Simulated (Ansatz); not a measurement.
# Ag(111) with 4 thermally displaced layers, 2x2: scattering by thermal displacements

Aim: the resistivity of Ag at 500 K from frozen thermal displacements between perfect leads.

Calculated with Ansatz 0.2.0; Ansatz plane-wave DFT, PBE, PAW files; ballistic transport by layer matching (Landauer), zero bias; PAW set soft_1.

**1. Set-up**

The cell holds 40 atoms: 40 Ag. Cell: a = 5.779 Å, b = 5.779 Å, c = 23.651 Å, α = 93.5°, β = 86.5°, γ = 120.0°. It derives from Ag. Regions: lead, 24 atoms (24 Ag); scattering region, 16 atoms (16 Ag). The structure is stacked along c, and the current runs across the ab planes.

**2. With 4 displaced layers**

Each atom of 4 layers is moved at random, by amounts drawn from a normal law 0.1158 Å wide in each direction from the Debye model (225 K) at 500 K. The layers about the cell's end stay perfect and serve as the lead. Disorder leaves little or no symmetry, which makes such runs dear. Energies from -0.05 to 0.05 eV in steps of 0.05 eV are too few for the program's thermal sum, so it prints no conductance; for a metal the transmission near the Fermi level serves, at a fraction of the cost.

input.yaml

```yaml
crystal:
  lattice:
    - [5.7787594586, 0.0, 0.0]
    - [-2.8893797293, 5.0045524935, 0.0]
    - [1.4446898646, -0.8340920822, 23.5916866996]
  atoms:
    - { symbol: Ag, position: [0.9916666667, 0.0083333333, 0.05] }
    - { symbol: Ag, position: [0.9916666667, 0.5083333333, 0.05] }
    - { symbol: Ag, position: [0.4916666667, 0.0083333333, 0.05] }
    - { symbol: Ag, position: [0.4916666667, 0.5083333333, 0.05] }
    - { symbol: Ag, position: [0.1416666667, 0.3583333333, 0.15] }
    - { symbol: Ag, position: [0.1416666667, 0.8583333333, 0.15] }
    - { symbol: Ag, position: [0.6416666667, 0.3583333333, 0.15] }
    - { symbol: Ag, position: [0.6416666667, 0.8583333333, 0.15] }
    - { symbol: Ag, position: [0.2916666667, 0.2083333333, 0.25] }
    - { symbol: Ag, position: [0.2916666667, 0.7083333333, 0.25] }
    - { symbol: Ag, position: [0.7916666667, 0.2083333333, 0.25] }
    - { symbol: Ag, position: [0.7916666667, 0.7083333333, 0.25] }
    - { symbol: Ag, position: [0.9421336797, 0.0558014631, 0.3531423099] }
    - { symbol: Ag, position: [0.9372772166, 0.5462389898, 0.3517742091] }
    - { symbol: Ag, position: [0.479315832, 0.0796638445, 0.3465470394] }
    - { symbol: Ag, position: [0.4090768002, 0.5439507757, 0.3502027708] }
    - { symbol: Ag, position: [0.0435820791, 0.4022538087, 0.4438867898] }
    - { symbol: Ag, position: [0.0709627811, 0.8954859497, 0.4484480357] }
    - { symbol: Ag, position: [0.6120739062, 0.43234158, 0.4493693294] }
    - { symbol: Ag, position: [0.6110581145, 0.8932348194, 0.4517247259] }
    - { symbol: Ag, position: [0.261459512, 0.2598998287, 0.5463519326] }
    - { symbol: Ag, position: [0.2177297393, 0.7479261933, 0.5510804135] }
    - { symbol: Ag, position: [0.7191539068, 0.253364888, 0.5492187436] }
    - { symbol: Ag, position: [0.7546923682, 0.7635890169, 0.5517436784] }
    - { symbol: Ag, position: [0.8764296084, 0.1059764785, 0.6538466688] }
    - { symbol: Ag, position: [0.9057827176, 0.5804491595, 0.657428247] }
    - { symbol: Ag, position: [0.4274457614, 0.126621348, 0.651297583] }
    - { symbol: Ag, position: [0.4006374059, 0.6436604256, 0.6596182405] }
    - { symbol: Ag, position: [0.0416666667, 0.4583333333, 0.75] }
    - { symbol: Ag, position: [0.0416666667, 0.9583333333, 0.75] }
    - { symbol: Ag, position: [0.5416666667, 0.4583333333, 0.75] }
    - { symbol: Ag, position: [0.5416666667, 0.9583333333, 0.75] }
    - { symbol: Ag, position: [0.1916666667, 0.3083333333, 0.85] }
    - { symbol: Ag, position: [0.1916666667, 0.8083333333, 0.85] }
    - { symbol: Ag, position: [0.6916666667, 0.3083333333, 0.85] }
    - { symbol: Ag, position: [0.6916666667, 0.8083333333, 0.85] }
    - { symbol: Ag, position: [0.8416666667, 0.1583333333, 0.95] }
    - { symbol: Ag, position: [0.8416666667, 0.6583333333, 0.95] }
    - { symbol: Ag, position: [0.3416666667, 0.1583333333, 0.95] }
    - { symbol: Ag, position: [0.3416666667, 0.6583333333, 0.95] }
kpoints:
  mp_grid: { grid: [4, 4, 1] }
hamiltonian:
  xc: pbe
  pseudopotentials: { kind: paw, azcp: { folder: soft_1 } }
scf:
  occupations: { method: fermi_dirac, width: 0.1 }
output:
  transmission: { leads: [[0, 4]], kmesh: [8, 8], e_range: [-0.05, 0.05], de: 0.05 }
  write_potential: true
  write_density: true
  volumetric_format: npy
  elf: true
```

The run is started by

```bash
$ ansatz run input.yaml --threads 4 --pin off --max-ram 15360MiB --backend cpu --events-out ev --progress --plain --runs-dir out
```

Numbers of over 12 decimals in the logs are rounded to 6 here.

Log:

```text
Engine: ansatz 0.2.0, x86_64-unknown-linux-gnu
Pseudopotentials: kind: paw
Pseudopotential: Ag, paw, valence charge 19, recommended cutoff 420 eV (normal), soft_1/Ag.paw.azcp
Functional definition: PBE
  parameter kappa = 0.804
  parameter beta = 0.066725
  exchange = pbe_x(kappa = kappa, mu = beta*pi^2/3)
  correlation = pbe_c(beta = beta)
Crystal: 40 atoms, lattice volume = 682.274 Å³
Basis set: ecut = 420 eV, 13363 PW (Γ)
Bands: 456, of which v1, the nominal top of the filled ones, is band 380 counted from 1 (379 counted from 0)
Symmetry: 1 space group operations
Space group: P1 (ITA 1), of the structure as read, at distance tolerance 8.8e-5 Å
k-points: 10 of 16 (time reversal used)
Non-local potential: Ag, projectors of the file, l = 0: 3, l = 1: 2, l = 2: 2, l = 3: 1
PAW form: soft (Blöchl's): semilocal exchange-correlation on the pseudo side does not see the compensation charge
PAW one-centre angular grid: Ag, 590 points (default); XC on 64 Gauss nodes
Initial density: superposition of atomic densities (chi_scale 0.1, normalization cell)
Initial wavefunctions: pseudopotential atomic-orbital guess
Functional: x = pbe(κ = 0.804, μ = 0.219515), c = pbe(β = 0.066725)
SCF iter   1: F=—  HF=-303631.447319 eV  |F-HF|=—  |Δ(HF+E_count)|=         —  Δρ=7.04e-2  dr2=3.62e1  ethr=3.10e-3  ⟨swp⟩=4.0  Hψ=13558  notcnv=0  defer=89
preconditioner: auto → Kerker (q_TF=auto, 2.778 Å⁻¹)  [metal: Δε(μ)=0.036 eV  Ē_g=10.276 eV  σ=0.100 eV  W_gap=0.09  n_scr=260 (ndim 8)  ℏωp=29.8 eV  f_vac=0.000  D(μ)=14.12/eV (n_scr^D=80)]
SCF iter   2: F=—  HF=-303622.921633 eV  |F-HF|=—  |Δ(HF+E_count)|=    8.53e0  Δρ=2.48e-2  dr2=4.56e0  ethr=3.10e-3  ⟨swp⟩=2.3  Hψ=7397  notcnv=0  defer=540
SCF iter   3: F=—  HF=-303621.779190 eV  |F-HF|=—  |Δ(HF+E_count)|=    1.14e0  Δρ=9.64e-3  dr2=5.36e-1  ethr=6.00e-4  ⟨swp⟩=2.1  Hψ=6382  notcnv=0  defer=540
SCF iter   4: F=—  HF=-303621.765738 eV  |F-HF|=—  |Δ(HF+E_count)|=   1.35e-2  Δρ=2.22e-3  dr2=2.43e-2  ethr=7.05e-5  ⟨swp⟩=2.4  Hψ=7481  notcnv=0  defer=540
SCF iter   5: F=—  HF=-303621.772703 eV  |F-HF|=—  |Δ(HF+E_count)|=   6.97e-3  Δρ=4.02e-4  dr2=1.46e-3  ethr=3.19e-6  ⟨swp⟩=2.0  Hψ=6211  notcnv=0  defer=540
SCF iter   6: F=—  HF=-303621.773094 eV  |F-HF|=—  |Δ(HF+E_count)|=   3.91e-4  Δρ=2.46e-4  dr2=1.04e-3  ethr=1.92e-7  ⟨swp⟩=2.0  Hψ=7808  notcnv=0  defer=540
SCF iter   7: F=—  HF=-303621.773057 eV  |F-HF|=—  |Δ(HF+E_count)|=   3.76e-5  Δρ=5.51e-5  dr2=6.31e-5  ethr=1.37e-7  ⟨swp⟩=2.0  Hψ=5590  notcnv=0  defer=540
SCF iter   8: F=—  HF=-303621.773274 eV  |F-HF|=—  |Δ(HF+E_count)|=   2.17e-4  Δρ=2.16e-5  dr2=8.37e-6  ethr=8.30e-9  ⟨swp⟩=1.0  Hψ=4020  notcnv=0  defer=540
SCF iter   9: F=—  HF=-303621.773274 eV  |F-HF|=—  |Δ(HF+E_count)|=   2.07e-7  Δρ=5.66e-6  dr2=1.26e-6  ethr=1.10e-9  ⟨swp⟩=3.0  Hψ=6612  notcnv=0  defer=540
SCF iter  10: F=—  HF=-303621.773274 eV  |F-HF|=—  |Δ(HF+E_count)|=   1.73e-8  Δρ=3.55e-6  dr2=2.68e-7  ethr=1.65e-10  ⟨swp⟩=1.0  Hψ=4020  notcnv=0  defer=540
SCF iter  11: F=-303621.773274 eV  HF=-303621.773274 eV  |F-HF|=4.04e-8  |Δ(HF+E_count)|=   1.23e-8  Δρ=1.51e-6  dr2=4.36e-8  ethr=1.32e-11  ⟨swp⟩=7.6  Hψ=16152  notcnv=0
SCF 1 converged in 11 iterations: F = -303621.773274 eV  dr2 = 4.36e-8
  greatest PAW one-centre occupation: 1.001 electrons in one spin orbital (limit 2), on the Ag atom at site 28 (counted from 0), in its partial waves of l = 0
transmission: 108 of 1020 steps passed
transmission: 207 of 1020 steps passed
[...]
transmission: 1020 of 1020 steps passed
SCF converged after 11 iterations
Free energy (F): -303621.773274 eV
Harris-Foulkes:  -303621.773274 eV  (|F-HF|=4.04e-8)
Internal energy: -303621.342966 eV  (E = F + TS)
E sigma→0 (E₀):  -303621.558120 eV
Entropy (-TS):   -0.430308 eV (-10.758 meV/atom)
Fermi energy:    17.237129 eV
--- Per-component energies (eV) ---
  E_band       = -9465.962637
  E_kinetic    = 18724.449748
  E_local      = -84263.367914  (includes V_loc(G=0)·N_el)
  E_nonlocal   = 1268.329122
  E_hartree    = 41436.766824
  E_xc         = -6371.943337
  E_vxc        = -8066.442297  (∫ρ·V_xc dr)
  E_paw        = -158214.539845  (= ΣΔE_a)
  E_vpaw       = -20002.463010  (= ΣTr[D̂ρ^β])
  E_aug_tail   = 0.015003  (compensation charges beyond the density's cutoff)
  E_ewald      = -116201.052569
  E_smearing   = -0.430308  (= −TS)
  E_closure    = 0.000000  (closes the sum)
  Σ components = -303621.773274   (vs F -303621.773274, Δ=0.00e0)
--- Band table (eV; the first three rows and the last of 10) ---
  k-point 0: bands = [... 376 lower, 17.3926, 17.6780, 17.7166, 17.7389, 17.7807, 18.0088, 18.0505, 18.2196, ... 72 higher]
  k-point 1: bands = [... 376 lower, 16.8205, 16.8601, 16.9681, 17.0924, 17.1503, 17.2948, 17.5481, 17.7283, ... 72 higher]
  k-point 2: bands = [... 376 lower, 16.7750, 16.8117, 16.9637, 17.0188, 17.3030, 17.3692, 17.5761, 17.6552, ... 72 higher]
  k-point 9: bands = [... 376 lower, 16.8352, 16.8562, 16.8697, 16.9067, 17.5076, 17.5631, 17.6105, 17.6576, ... 72 higher]
--- Transmission ---
  basis      : 253 plane waves across, 30 finite elements along
  points     : 34, standing for a mesh of 8 x 8
  energies   : 3 from -0.050000 to 0.050000 eV about the Fermi level, 0.050000 eV apart; the leads are filled to 0.000000 eV, and channels, transmission and decay are at 0.000000 eV
  crystal 0  : Ag4, at the sites [0, 4], period 2.3592 Å, over 14.16 Å; its Hamiltonian steps by up to 11.0 meV
    offset         : up to 0.0000 Å between an atom of the period and one for which it stands
    channels       : 3.234375e0 a spin
    conductance    : none, the energies end too early or step too widely for 300 K: set another output.transmission.e_range or a lower de, or, where they end at an eighth of basis.ecutwfc, a higher one
  junction   : crystal 0 to crystal 0, 0.70 to 21.93 Å
    transmission   : 3.120371e0 a spin
    conductance    : none, the energies end too early or step too widely for 300 K: set another output.transmission.e_range or a lower de, or, where they end at an eighth of basis.ecutwfc, a higher one
```

Elapsed: 4.2 min, on 4 threads of Intel Xeon Platinum 8488C (Sapphire Rapids), shared host; peak memory 6.2 GiB; 14 min of CPU time.

In the SCF lines HF is the Harris–Foulkes energy and dr2 the Hartree energy of the density residual, in eV; the loop may stop once dr2 is under the threshold and the program's other checks hold. Hψ counts applications of the Hamiltonian.

Numbers from this step:

| Item | Value |
| --- | --- |
| free energy | -303621.7733 eV |
| energy at zero smearing | -303621.5581 eV |
| Fermi energy | 17.24 eV |
| cell area | 28.92 Å² |
| transmission per spin nearest the Fermi level | 3.120 |
| open channels per spin nearest the Fermi level | 3.234 |
| step of the lead's potential | 11 meV |

Per spin. Table of transmission, zone mean by energy, zero at the Fermi level:

```tsv
energy (eV)	transmission, zone mean
-0.0500	3.11
0.0000	3.12
0.0500	3.12
```

Per spin. The open channels, zone mean, lead stays at 3.23 for energy from -0.05 to 0.05 eV.

Transmission over k1 and k2. At 0.0000 eV from the Fermi level.

Ten even steps from '_' (2.67) to '@' (3.81):
```
::@@::::@@::::::
::::%%::%%::::::
::::::____::::::
@@@@@@______@@@@
::::::::____::::
::::::::%%::%%::
::::::::@@::::@@
@@::::::@@::::::
```
Columns: k1 (b1) from -0.5 to 0.375; rows upwards: k2 (b2) from -0.5 to 0.375.

Open channels over k1 and k2. At 0.0000 eV from the Fermi level.

Ten even steps from '0' (3.00) to '9' (4.00):
```
09009000
00909000
00000000
99900099
00000000
00009090
00009009
90009000
```
Columns: k1 (b1) from -0.5 to 0.375; rows upwards: k2 (b2) from -0.5 to 0.375.

Electrostatic potential energy in the ca plane at fractional y = 0.544, with atoms of Ag within 0.2 Å of it. With pseudopotentials it is smooth inside the atoms' cores, unlike the true potential.

Ten even steps from '0' (-11 eV) to '9' (20 eV), each cell a mean:
```
99999999982064048888899999999840111686436899
99999989984032058988999999999830530589889999
78998668997311378866799999999950001699999999
57986335899877898411379998899985225887668999
68986325899999998200058987899999888973014899
89998657999888998400158987899999999950001699
99999889997323689743589998899999889850001699
99999999983010179988899999999986447874113799
99999999982164059999999999999962003788668999
89998888983021069999999999999960001699999999
68987446897311489888999999999972002788889999
57986225899877898644799988899997446885336999
78997436899888997311489976789999888861002799
89998778998423687311489986789998778850000599
99999999984010168644689988899973125861001699
```
Columns run along c (16.0 Å, from fractional 0.16 to 0.84 of the cell; values clipped at the 3rd and 97th percentile), rows up along a (5.8 Å). Atoms in or near the plane, at fractional coordinates: Ag at (0.35, 0.94), Ag at (0.35, 0.41), Ag at (0.66, 0.91).

Valence density in the ca plane at fractional y = 0.544, with atoms of Ag within 0.2 Å of it. It is the smooth field of the valence electrons, not physical close to the nuclei.

Ten steps, logarithmic in the rise over the least value, from '0' (0 e/Å³) to '9' (19 e/Å³), each cell a mean:
```
00000000014899731111100001100147886212442100
10000110013798631111100000000148997311111000
21001221102466421122210001100136886211100000
31112443100122111355420011100013543112221000
21112443100000001467631112110001111124653100
11001232100111001466531112110000000136875210
00000111002454211234310011100000111136876310
00000000014788520111100000000012432124564200
00000000015899730000000000000025664211221000
11001111014798620000000000000026775210110000
21112332112465411111000000000024664211110000
32112443100122111233200011100012332113442100
21012332100111111455310112210001111125775200
10001121001344212455310112210001221136886310
00000000013687521234210011110024553125775210
```
Columns run along c (16.0 Å, from fractional 0.16 to 0.84 of the cell), rows up along a (5.8 Å). Atoms in or near the plane, at fractional coordinates: Ag at (0.35, 0.94), Ag at (0.35, 0.41), Ag at (0.66, 0.91).

ELF in the ca plane at fractional y = 0.544, with atoms of Ag within 0.2 Å of it. It is the smooth field of the valence electrons, not physical close to the nuclei.

Ten even steps from '0' (0.15) to '9' (0.78), each cell a mean:
```
00000000003698520000000000000025764101221000
00000000002577410000000000000035984200000000
10000110000344200011100000000024664100000000
10001231000011000234310000000002331000110000
10001232000000000345410000000000000012442000
00000111000000000244310000000000000014654100
00000000001233100122200000000000000014554100
00000000002566310000000000000001221002342000
00000000003698410000000000000013543100110000
00000000002576410000000000000014554100000000
10001221001343200000000000000013443100000000
10001332000011000122100000000001221001221000
10001221000000000243200001100000000013553100
00000000000232100243200001100000100014664100
00000000002465310122100000000012331013553100
```
Columns run along c (16.0 Å, from fractional 0.16 to 0.84 of the cell), rows up along a (5.8 Å). Atoms in or near the plane, at fractional coordinates: Ag at (0.35, 0.94), Ag at (0.35, 0.41), Ag at (0.66, 0.91).

Over the solved energies the transmission per spin lies between 3.11 and 3.12, out of 3.23 channels of the lead on average (up to 3.23).

[end of part 1 of 2]

[Logs are printed without paths, hosts, clocks, repeated set-up lines and the standing remarks that a program may print on its own settings, such as how far it seeks lower states.]

[Hosts, paths, dates, database ids (printed as entryN), source tags and the programs' standing remarks are cut or masked in the printed files.]
